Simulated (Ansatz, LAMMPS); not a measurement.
# Glassy 66P2O5-34MgO (mol %) (153 atoms): geometry optimisation, part 2 of 3

Wanted: the relaxed structure of glassy 66P2O5-34MgO (mol %) (153 atoms) and its electronic structure.

Ansatz 0.2.0; Kohn-Sham DFT, PBE, PAW (set soft_2), plane waves.

The cell: 38 P, 10 Mg and 105 O. The quench rate of 50 K/ps is orders of magnitude faster than experiment. The network of bonds at the start is that of the classical potential that made the cell. The Brillouin zone is sampled at Γ only, in a cell whose shortest periodic width is 13 Å.

So far. Step 3 (Single point at the start): Neighbours are counted within 2.11 Å (O-P), 2.62 Å (O-Mg).

### Step 4. Relaxation

With the cell held, the atoms are moved downhill towards a nearby minimum.

File input.yaml:

```yaml
crystal:
  lattice:
    - [12.74765, 0.0, 0.0]
    - [0.0, 12.74765, 0.0]
    - [0.0, 0.0, 12.74765]
  atoms:
    [... the 153 atom lines of step 3 ...]
kpoints:
  mp_grid: { grid: [1, 1, 1] }
hamiltonian:
  xc: pbe
scf:
  occupations: { method: fermi_dirac, width: 0.05 }
output:
  forces: true
relax:
  f_tol: 0.05
  max_steps: 200
```

On the command line:

```console
> ansatz run input.yaml --threads 4 --pin off --max-ram 8192MiB --backend cpu --events-out ev --progress --plain --runs-dir out
```

Numbers of over 12 decimals in the logs are rounded to 6 here.

Output:

```text
[...]
Crystal: 153 atoms, lattice volume = 2071.526 Å³
Basis set: ecut = 420 eV, 40483 PW (Γ), exchange–correlation on 180×180×180 points (8 copies of the dense FFT grid, shifted against one another)
Bands: 613, of which v1, the nominal top of the filled ones, is band 460 counted from 1 (459 counted from 0)
Symmetry: 1 space group operations
[...]
k-points: 1
[...]
SCF iter   1: F=—  HF=-107570.592073 eV  |F-HF|=—  |Δ(HF+E_count)|=         —  Δρ=5.76e-3  dr2=1.14e0  ethr=1.77e-3  ⟨swp⟩=7.0  Hψ=3177  notcnv=0  defer=119
[...]
SCF iter   7: F=-107570.223703 eV  HF=-107570.223723 eV  |F-HF|=1.96e-5  |Δ(HF+E_count)|=   4.97e-5  Δρ=5.50e-5  dr2=5.82e-5  ethr=6.79e-9  ⟨swp⟩=3.0  Hψ=2531  notcnv=0
SCF 1 converged in 7 iterations: F = -107570.223703 eV  dr2 = 5.82e-5
[...]
relax step   1: F+E_penalty+E_count = -107570.22370341 eV  Δ(F+E_penalty+E_count) = +0.000e0 eV  max|allowed force component| = 8.910e0 eV/Å  Δτ_max = 0.0000 Å  (7 SCF iters, dr2 threshold 6.25e-5 eV, accepted)
[...]
relax step   2: F+E_penalty+E_count = -107578.12234364 eV  Δ(F+E_penalty+E_count) = -7.899e0 eV  max|allowed force component| = 6.626e0 eV/Å  Δτ_max = 0.1880 Å  (7 SCF iters, dr2 threshold 1.00e-4 eV, accepted)
[...]
relax step   3: F+E_penalty+E_count = -107585.56638909 eV  Δ(F+E_penalty+E_count) = -7.444e0 eV  max|allowed force component| = 2.010e0 eV/Å  Δτ_max = 0.1948 Å  (7 SCF iters, dr2 threshold 1.00e-4 eV, accepted)
relax step   4: F+E_penalty+E_count = -107587.82266411 eV  Δ(F+E_penalty+E_count) = -2.256e0 eV  max|allowed force component| = 1.402e0 eV/Å  Δτ_max = 0.1904 Å  (7 SCF iters, dr2 threshold 1.00e-4 eV, accepted)
relax step   5: F+E_penalty+E_count = -107589.38853419 eV  Δ(F+E_penalty+E_count) = -1.566e0 eV  max|allowed force component| = 7.725e-1 eV/Å  Δτ_max = 0.2000 Å  (7 SCF iters, dr2 threshold 1.00e-4 eV, accepted)
relax step   6: F+E_penalty+E_count = -107590.45527803 eV  Δ(F+E_penalty+E_count) = -1.067e0 eV  max|allowed force component| = 5.102e-1 eV/Å  Δτ_max = 0.1949 Å  (7 SCF iters, dr2 threshold 1.00e-4 eV, accepted)
relax step   7: F+E_penalty+E_count = -107590.89451877 eV  Δ(F+E_penalty+E_count) = -4.392e-1 eV  max|allowed force component| = 4.383e-1 eV/Å  Δτ_max = 0.2000 Å  (6 SCF iters, dr2 threshold 7.90e-5 eV, accepted)
relax step   8: F+E_penalty+E_count = -107591.35315452 eV  Δ(F+E_penalty+E_count) = -4.586e-1 eV  max|allowed force component| = 3.501e-1 eV/Å  Δτ_max = 0.1967 Å  (7 SCF iters, dr2 threshold 8.38e-5 eV, accepted)
relax step   9: F+E_penalty+E_count = -107591.61972285 eV  Δ(F+E_penalty+E_count) = -2.666e-1 eV  max|allowed force component| = 3.892e-1 eV/Å  Δτ_max = 0.2000 Å  (7 SCF iters, dr2 threshold 7.82e-5 eV, accepted)
relax step  10: F+E_penalty+E_count = -107591.81925551 eV  Δ(F+E_penalty+E_count) = -1.995e-1 eV  max|allowed force component| = 5.147e-1 eV/Å  Δτ_max = 0.1909 Å  (7 SCF iters, dr2 threshold 9.66e-5 eV, accepted)
relax step  11: F+E_penalty+E_count = -107592.06445015 eV  Δ(F+E_penalty+E_count) = -2.452e-1 eV  max|allowed force component| = 2.255e-1 eV/Å  Δτ_max = 0.2000 Å  (6 SCF iters, dr2 threshold 1.00e-4 eV, accepted)
relax step  12: F+E_penalty+E_count = -107592.22719343 eV  Δ(F+E_penalty+E_count) = -1.627e-1 eV  max|allowed force component| = 4.322e-1 eV/Å  Δτ_max = 0.1945 Å  (8 SCF iters, dr2 threshold 9.76e-6 eV, accepted)
relax step  13: F+E_penalty+E_count = -107592.33213602 eV  Δ(F+E_penalty+E_count) = -1.049e-1 eV  max|allowed force component| = 6.009e-1 eV/Å  Δτ_max = 0.1946 Å  (7 SCF iters, dr2 threshold 3.58e-5 eV, accepted)
relax step  14: F+E_penalty+E_count = -107592.61261491 eV  Δ(F+E_penalty+E_count) = -2.805e-1 eV  max|allowed force component| = 2.580e-1 eV/Å  Δτ_max = 0.2000 Å  (6 SCF iters, dr2 threshold 1.00e-4 eV, accepted)
relax step  15: F+E_penalty+E_count = -107592.76971804 eV  Δ(F+E_penalty+E_count) = -1.571e-1 eV  max|allowed force component| = 3.346e-1 eV/Å  Δτ_max = 0.2000 Å  (8 SCF iters, dr2 threshold 1.23e-5 eV, accepted)
relax step  16: F+E_penalty+E_count = -107592.80189366 eV  Δ(F+E_penalty+E_count) = -3.218e-2 eV  max|allowed force component| = 4.718e-1 eV/Å  Δτ_max = 0.1201 Å  (7 SCF iters, dr2 threshold 2.06e-5 eV, accepted)
relax step  17: F+E_penalty+E_count = -107592.98683393 eV  Δ(F+E_penalty+E_count) = -1.849e-1 eV  max|allowed force component| = 4.366e-1 eV/Å  Δτ_max = 0.2000 Å  (7 SCF iters, dr2 threshold 1.00e-4 eV, accepted)
relax step  18: F+E_penalty+E_count = -107593.05070224 eV  Δ(F+E_penalty+E_count) = -6.387e-2 eV  max|allowed force component| = 6.606e-1 eV/Å  Δτ_max = 0.1955 Å  (7 SCF iters, dr2 threshold 1.00e-4 eV, accepted)
relax step  19: F+E_penalty+E_count = -107593.39857404 eV  Δ(F+E_penalty+E_count) = -3.479e-1 eV  max|allowed force component| = 3.945e-1 eV/Å  Δτ_max = 0.2000 Å  (7 SCF iters, dr2 threshold 1.00e-4 eV, accepted)
relax step  20: F+E_penalty+E_count = -107593.60989245 eV  Δ(F+E_penalty+E_count) = -2.113e-1 eV  max|allowed force component| = 2.684e-1 eV/Å  Δτ_max = 0.2000 Å  (7 SCF iters, dr2 threshold 5.55e-5 eV, accepted)
relax step  21: F+E_penalty+E_count = -107593.60568048 eV  Δ(F+E_penalty+E_count) = +4.212e-3 eV  max|allowed force component| = 6.772e-1 eV/Å  Δτ_max = 0.1939 Å  (7 SCF iters, dr2 threshold 2.57e-5 eV, rejected (line search))
relax step  22: F+E_penalty+E_count = -107593.72548899 eV  Δ(F+E_penalty+E_count) = -1.156e-1 eV  max|allowed force component| = 2.216e-1 eV/Å  Δτ_max = 0.0970 Å  (10 SCF iters, accepted)
relax step  23: F+E_penalty+E_count = -107593.80638996 eV  Δ(F+E_penalty+E_count) = -8.090e-2 eV  max|allowed force component| = 1.628e-1 eV/Å  Δτ_max = 0.1000 Å  (6 SCF iters, dr2 threshold 2.27e-5 eV, accepted)
relax step  24: F+E_penalty+E_count = -107593.83354698 eV  Δ(F+E_penalty+E_count) = -2.716e-2 eV  max|allowed force component| = 3.447e-1 eV/Å  Δτ_max = 0.1445 Å  (7 SCF iters, dr2 threshold 1.43e-5 eV, accepted)
relax step  25: F+E_penalty+E_count = -107593.81619236 eV  Δ(F+E_penalty+E_count) = +1.735e-2 eV  max|allowed force component| = 3.498e-1 eV/Å  Δτ_max = 0.2000 Å  (7 SCF iters, dr2 threshold 6.41e-5 eV, rejected (line search))
relax step  26: F+E_penalty+E_count = -107593.88032159 eV  Δ(F+E_penalty+E_count) = -4.677e-2 eV  max|allowed force component| = 2.208e-1 eV/Å  Δτ_max = 0.0950 Å  (10 SCF iters, accepted)
relax step  27: F+E_penalty+E_count = -107593.88456838 eV  Δ(F+E_penalty+E_count) = -4.247e-3 eV  max|allowed force component| = 2.782e-1 eV/Å  Δτ_max = 0.1000 Å  (6 SCF iters, dr2 threshold 2.00e-5 eV, accepted)
relax step  28: F+E_penalty+E_count = -107593.89677238 eV  Δ(F+E_penalty+E_count) = -1.220e-2 eV  max|allowed force component| = 1.918e-1 eV/Å  Δτ_max = 0.0382 Å  (5 SCF iters, dr2 threshold 3.18e-5 eV, accepted)
relax step  29: F+E_penalty+E_count = -107593.84032591 eV  Δ(F+E_penalty+E_count) = +5.645e-2 eV  max|allowed force component| = 2.676e-1 eV/Å  Δτ_max = 0.2000 Å  (7 SCF iters, dr2 threshold 1.75e-5 eV, rejected (line search))
relax step  30: F+E_penalty+E_count = -107593.90259339 eV  Δ(F+E_penalty+E_count) = -5.821e-3 eV  max|allowed force component| = 5.877e-2 eV/Å  Δτ_max = 0.0344 Å  (10 SCF iters, accepted)
relax step  31: F+E_penalty+E_count = -107593.90558872 eV  Δ(F+E_penalty+E_count) = -2.995e-3 eV  max|allowed force component| = 5.154e-2 eV/Å  Δτ_max = 0.1000 Å  (9 SCF iters, accepted)
relax step  32: F+E_penalty+E_count = -107593.69486927 eV  Δ(F+E_penalty+E_count) = +2.107e-1 eV  max|allowed force component| = 6.667e-1 eV/Å  Δτ_max = 0.1500 Å  (11 SCF iters, rejected (line search))
relax step  33: F+E_penalty+E_count = -107593.90832613 eV  Δ(F+E_penalty+E_count) = -2.737e-3 eV  max|allowed force component| = 3.095e-2 eV/Å  Δτ_max = 0.0530 Å  (11 SCF iters, accepted)
relax step  34: F+E_penalty+E_count = -107593.90968416 eV  Δ(F+E_penalty+E_count) = -1.358e-3 eV  max|allowed force component| = 8.043e-2 eV/Å  Δτ_max = 0.0556 Å  (9 SCF iters, accepted)
relax step  35: F+E_penalty+E_count = -107593.84561478 eV  Δ(F+E_penalty+E_count) = +6.407e-2 eV  max|allowed force component| = 9.399e-1 eV/Å  Δτ_max = 0.1125 Å  (9 SCF iters, rejected (line search))
relax step  36: F+E_penalty+E_count = -107593.90890802 eV  Δ(F+E_penalty+E_count) = +7.761e-4 eV  max|allowed force component| = 4.397e-2 eV/Å  Δτ_max = 0.0550 Å  (9 SCF iters, rejected (line search))
relax step  37: F+E_penalty+E_count = -107593.90326234 eV  Δ(F+E_penalty+E_count) = +6.422e-3 eV  max|allowed force component| = 1.321e-1 eV/Å  Δτ_max = 0.0275 Å  (9 SCF iters, rejected (line search))
relax step  38: F+E_penalty+E_count = -107593.91133577 eV  Δ(F+E_penalty+E_count) = -1.652e-3 eV  max|allowed force component| = 2.449e-2 eV/Å  Δτ_max = 0.0132 Å  (8 SCF iters, accepted)
relax step  39: F+E_penalty+E_count = -107593.90957685 eV  Δ(F+E_penalty+E_count) = +1.759e-3 eV  max|allowed force component| = 5.519e-2 eV/Å  Δτ_max = 0.0554 Å  (9 SCF iters, rejected (line search))
[...]
relax step  40: F+E_penalty+E_count = -107593.91152285 eV  Δ(F+E_penalty+E_count) = -1.871e-4 eV  max|allowed force component| = 1.731e-2 eV/Å  Δτ_max = 0.0054 Å  (9 SCF iters, accepted)
SCF converged after 9 iterations
Free energy (F): -107593.911523 eV
[...]
Internal energy: -107593.911523 eV  (E = F + TS)
E sigma→0 (E₀):  -107593.911523 eV
Fermi energy:    4.853155 eV
[...]
--- Forces (eV/Å), atoms counted from 1 ---
  atom   1  P     -0.01200841     0.00464157     0.00308001
  atom   2  P      0.00537104    -0.00680742    -0.00453075
  atom   3  P      0.00158453     0.00361294     0.00052418
  atom   4  P     -0.00811875    -0.00157858    -0.01368007
  atom   5  P     -0.00784680     0.00121378    -0.00446899
  atom   6  P     -0.00016185    -0.00094357    -0.00382024
  atom   7  P     -0.00174165    -0.00767919     0.00572154
  atom   8  P     -0.00417042    -0.00041060    -0.00567555
  atom   9  P     -0.00820097    -0.00208254     0.00030905
  atom  10  P      0.00406305     0.00077677     0.00407586
  atom  11  P     -0.00198427    -0.00408334    -0.00296328
  atom  12  P      0.00470244    -0.00148538     0.00186622
  atom  13  P      0.00202320    -0.00598777     0.00281599
  atom  14  P     -0.00514054     0.00022183    -0.00449663
[...]
atom 152  O      0.00022869    -0.00004407     0.00169167
  atom 153  O      0.00330312    -0.00065364     0.00272612
  max |Σ_I F_I| component: 6.51e-5 eV/Å
--- Relaxed structure (40 steps of the walk, 32 accepted, 0 SCFs on fresh bases) ---
  F+E_penalty+E_count = -107593.91152285 eV   max|allowed force component| = 1.731e-2 eV/Å
  atoms:
    - { symbol: P, position: [0.019864, 0.154869, 0.907439] }
    - { symbol: P, position: [0.552387, 0.466557, 0.935032] }
    - { symbol: P, position: [0.219022, 0.281745, 0.211980] }
    - { symbol: P, position: [0.522235, 0.114882, 0.700231] }
[...]
- { symbol: O, position: [0.683722, 0.541144, 0.315244] }
```

It took 24 min on 4 threads of Arm Neoverse V1, shared host; peak memory 3.2 GiB.

The steps of the relaxation (22 of 40):

| step | energy less that of the first step (eV) | largest force component (eV/Å) |
| --- | --- | --- |
| 1 | 0.0000 | 8.9098 |
| 3 | -15.3427 | 2.0096 |
| 5 | -19.1648 | 0.7725 |
| 7 | -20.6708 | 0.4383 |
| 8 | -21.1295 | 0.3501 |
| 10 | -21.5956 | 0.5147 |
| 12 | -22.0035 | 0.4322 |
| 14 | -22.3889 | 0.2580 |
| 16 | -22.5782 | 0.4718 |
| 18 | -22.8270 | 0.6606 |
| 20 | -23.3862 | 0.2684 |
| 21 | -23.3820 | 0.6772 |
| 23 | -23.5827 | 0.1628 |
| 25 | -23.5925 | 0.3498 |
| 27 | -23.6609 | 0.2782 |
| 29 | -23.6166 | 0.2676 |
| 31 | -23.6819 | 0.0515 |
| 33 | -23.6846 | 0.0309 |
| 34 | -23.6860 | 0.0804 |
| 36 | -23.6852 | 0.0440 |
| 38 | -23.6876 | 0.0245 |
| 40 | -23.6878 | 0.0173 |

Relaxation steps 21, 25, 29, 32, 35, 36, 37, 39 were tried and not accepted.

The atoms that moved most (Å):

```
atom      dx      dy      dz  length
O112   0.973   0.955  -1.390   1.946
 O57   0.400  -1.384  -0.731   1.615
 O99  -0.470   1.107  -0.867   1.483
O142   1.195  -0.781   0.282   1.455
 O89   1.391  -0.206  -0.179   1.417
 O84   1.230   0.513   0.050   1.333
Mg44   1.238  -0.354  -0.140   1.295
O130   0.826   0.198  -0.874   1.218
```

The relaxation changed the energy by -155 meV/atom, and atoms moved by 0.68 Å r.m.s., 1.9 Å at most.

### Step 5. Distances and neighbours after relaxation

Bonds before and after, by the cutoffs listed below:

| pair | bonds before | bonds after | mean before (Å) | mean after (Å) | spread before (Å) | spread after (Å) |
| --- | --- | --- | --- | --- | --- | --- |
| O-P | 155 | 151 | 1.548 | 1.569 | 0.063 | 0.079 |
| O-Mg | 43 | 47 | 2.098 | 2.059 | 0.135 | 0.121 |

Density 2.48 g/cm³, 13.54 Å³ an atom.

g(r), total and by pair (bins of 0.2 Å):

```csv
r (Å),total,O-O,O-P,O-Mg,P-P,P-Mg,Mg-Mg
1.40,1.52,0.00,4.47,0.00,0.00,0.00,0.00
1.60,2.75,0.00,8.07,0.00,0.00,0.00,0.00
1.80,0.09,0.00,0.27,0.00,0.00,0.00,0.00
2.00,0.63,0.00,0.00,7.08,0.00,0.00,0.00
2.20,0.10,0.00,0.00,1.17,0.00,0.00,0.00
2.40,0.59,1.14,0.00,0.56,0.00,0.00,0.00
2.60,2.02,4.26,0.03,0.00,0.00,0.00,0.00
2.80,0.51,0.96,0.03,0.20,0.28,0.26,0.00
3.00,0.82,0.94,0.18,0.08,4.30,0.92,1.80
3.20,0.97,1.03,0.84,0.38,1.04,2.96,0.00
3.40,1.04,0.75,1.47,0.61,0.10,3.76,1.45
3.60,0.86,0.68,1.24,0.85,0.09,1.20,0.00
3.80,1.00,0.62,1.56,1.46,0.38,0.76,0.00
4.00,1.27,0.71,2.19,1.46,0.78,0.26,0.00
4.20,1.00,0.82,1.11,1.47,1.37,0.62,0.00
4.40,0.97,0.87,0.81,1.79,1.19,1.33,0.82
4.60,1.12,1.27,0.78,1.23,1.72,1.03,2.37
4.80,1.10,1.45,0.64,0.69,1.54,1.31,1.44
5.00,1.01,1.27,0.72,0.78,1.10,0.87,0.00
5.20,1.06,1.20,0.86,0.90,1.31,1.03,1.87
5.40,0.87,0.84,0.96,0.68,0.91,1.03,0.00
5.60,0.99,0.90,1.19,0.70,0.84,1.11,1.57
5.80,0.94,0.85,1.08,1.07,0.61,0.97,1.96
6.00,0.96,0.84,1.12,1.11,0.73,1.15,0.46
6.20,0.98,0.92,1.09,1.02,0.89,0.95,0.43
```

Bonds by pair of elements; cutoffs follow the first minimum of g(r), held within bounds set by covalent radii, and pairs that aren't listed don't count as bonded:

| pair A-B | cutoff (Å) | bonds | mean length (Å) | spread (Å) | shortest (Å) | B about A | A about B |
| --- | --- | --- | --- | --- | --- | --- | --- |
| O-P | 2.11 | 151 | 1.57 | 0.079 | 1.45 | 1.44 | 3.97 |
| O-Mg | 2.58 | 47 | 2.06 | 0.121 | 1.92 | 0.448 | 4.7 |

How many atoms have how many bonded neighbours:

```
element  mean   1   2  3   4  5  6
     Mg   4.7   0   0  0   4  5  1
      O  1.89  16  85  4   0  0  0
      P  3.97   0   0  2  35  1  0
```

Bond angles, per cent of each kind in bins of 5°:

```csv
angle (°),O-P-O,O-Mg-O,Mg-O-P,P-O-P
65–70,0.0,1.1,0.0,0.0
70–75,0.0,2.2,0.0,0.0
75–80,0.0,2.2,0.0,0.0
80–85,0.9,5.6,0.0,0.0
85–90,0.4,15.7,2.1,0.0
90–95,2.2,16.9,0.0,0.0
95–100,4.4,10.1,0.0,0.0
100–105,19.9,3.4,0.0,0.0
105–110,28.3,13.5,2.1,0.0
110–115,26.5,5.6,2.1,0.0
115–120,7.5,1.1,2.1,0.0
120–125,7.5,2.2,4.2,2.2
125–130,1.8,1.1,8.3,15.2
130–135,0.0,2.2,14.6,23.9
135–140,0.0,1.1,12.5,17.4
140–145,0.0,3.4,20.8,13.0
145–150,0.0,0.0,6.2,13.0
150–155,0.0,4.5,6.2,4.3
155–160,0.0,3.4,4.2,6.5
160–165,0.0,1.1,2.1,0.0
165–170,0.4,0.0,2.1,4.3
170–175,0.0,3.4,8.3,0.0
175–180,0.0,0.0,2.1,0.0
```

Bond angles (no mean is given where the spread exceeds 20°):

```csv
angle,count,mean (°),spread (°)
O-P-O,226,109,8.4
O-Mg-O,89,-,-
Mg-O-P,48,141,17.7
P-O-P,46,140,10.4
Mg-O-Mg,3,96.5,9.7
```

Oxygen atoms by the number of network formers (Si, P, Ge, B, Al, As, Ga) bound to them:

```
network formers bound to O  O atoms  per cent
                         0        0         0
                         1       59      56.2
                         2       46      43.8
```

Network units: each former by its oxygen neighbours and how many of them bridge to another former:

```
former  O neighbours  bridging O  atoms
     P             3           0      2
     P             4           2     18
     P             4           3     16
     P             4           4      1
     P             5           4      1
```

Bond length by coordination (bonds to H left out):

```csv
element,coordination,atoms,mean bond length (Å)
Mg,4,4,1.99
Mg,5,5,2.09
Mg,6,1,2.12
O,1,16,1.46
O,2,85,1.69
O,3,4,1.91
P,3,2,1.49
P,4,35,1.57
P,5,1,1.68
```

Rings of the network by King's shortest-path rule, up to 12 atoms, one path for each pair of neighbours; H, halogens, alkali and alkaline-earth atoms are left out, and the last column divides by all other atoms, bonded or not:

```csv
ring size (atoms),rings,per network atom
10,1,0.007
12,1,0.007
```

First main peaks of g(r), for some of the pairs, lie near 2.6 Å (O-O), 1.6 Å (O-P), 2.0 Å (O-Mg), 3.0 Å (P-P) and 3.3 Å (P-Mg). By these cutoffs 50 % of Mg atoms have 5, 81 % of O atoms have 2 and 92 % of P atoms have 4 bonded neighbours. The O-P-O angle averages 109° with a spread of 8°. 44 % of the oxygens bridge two formers (P) and 56 % are non-bridging. The commonest P unit has 4 oxygens, 2 of them shared with other formers (18 of 38 atoms). Rings of 10 and 12 atoms are the most common (50 % each of those counted); sizes run from 10 to 12, where the search stops.

(Part 2 of 3 ends here.)

[Logs are printed without paths, hosts, clocks, repeated set-up lines and the standing remarks that a program may print on its own settings, such as how far it seeks lower states.]

[Hosts, paths, dates, database ids (printed as entryN), source tags and the programs' standing remarks are cut or masked in the printed files.]
